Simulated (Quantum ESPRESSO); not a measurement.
Records of electronic-structure calculations.

```xyz
8
Lattice="4.467 0.000 0.000 0.000 4.467 0.000 0.000 0.000 4.467" Properties=species:S:1:pos:R:3 pbc="T T T" subject="FeSi (Fersilicite): parallel and opposed starts" method="PBEsol; plane waves with GBRV 1.5 PBEsol potentials, no spin-orbit coupling (and 1 further level or step)" program="Quantum ESPRESSO 7.5" settings_of_one_run="GBRV 1.5 PBEsol, potential files Fe: fe_pbesol_v1.5.uspp.F.UPF, Si: si_pbesol_v1.uspp.F.UPF, cutoff 544.23 eV, 6×6×6 k-mesh, 58 bands, fermi-dirac occupations, smearing width 0.1 eV, collinear spin, SCF threshold 1.60e-8, mesh matched on, starting moments 2.8 2.8 2.8 2.8 0 0 0 0 μB" cost="3 runs, 8.9 min in all on 4 MPI ranks of Arm Neoverse V1, shared host (the runs of this entry)" notes="The database entry behind the starting cell differs from later determinations by our own check (about 0.5 % short)." lowest_state_found="non-magnetic (from ferro ++++, antiferro ++-- and ferri +++-)" largest_site_moment="0 μB"
Fe    0.599    0.599    0.599
Fe    1.635    3.868    2.832
Fe    2.832    1.635    3.868
Fe    3.868    2.832    1.635
Si    3.772    3.772    3.772
Si    2.928    0.695    1.539
Si    1.539    2.928    0.695
Si    0.695    1.539    2.928
```

[Logs and program files are shortened in this print: banners, set-up blocks, solver, clock and traceback lines can be left out without a mark of their own.]

[Logs are printed without paths, hosts, clocks, repeated set-up lines and the standing remarks that a program may print on its own settings, such as how far it seeks lower states.]

[Hosts, paths, dates, database ids (printed as entryN), source tags and the programs' standing remarks are cut or masked in the printed files.]

[Where a cell is said to come from a database of computed structures, the database is the Materials Project.]
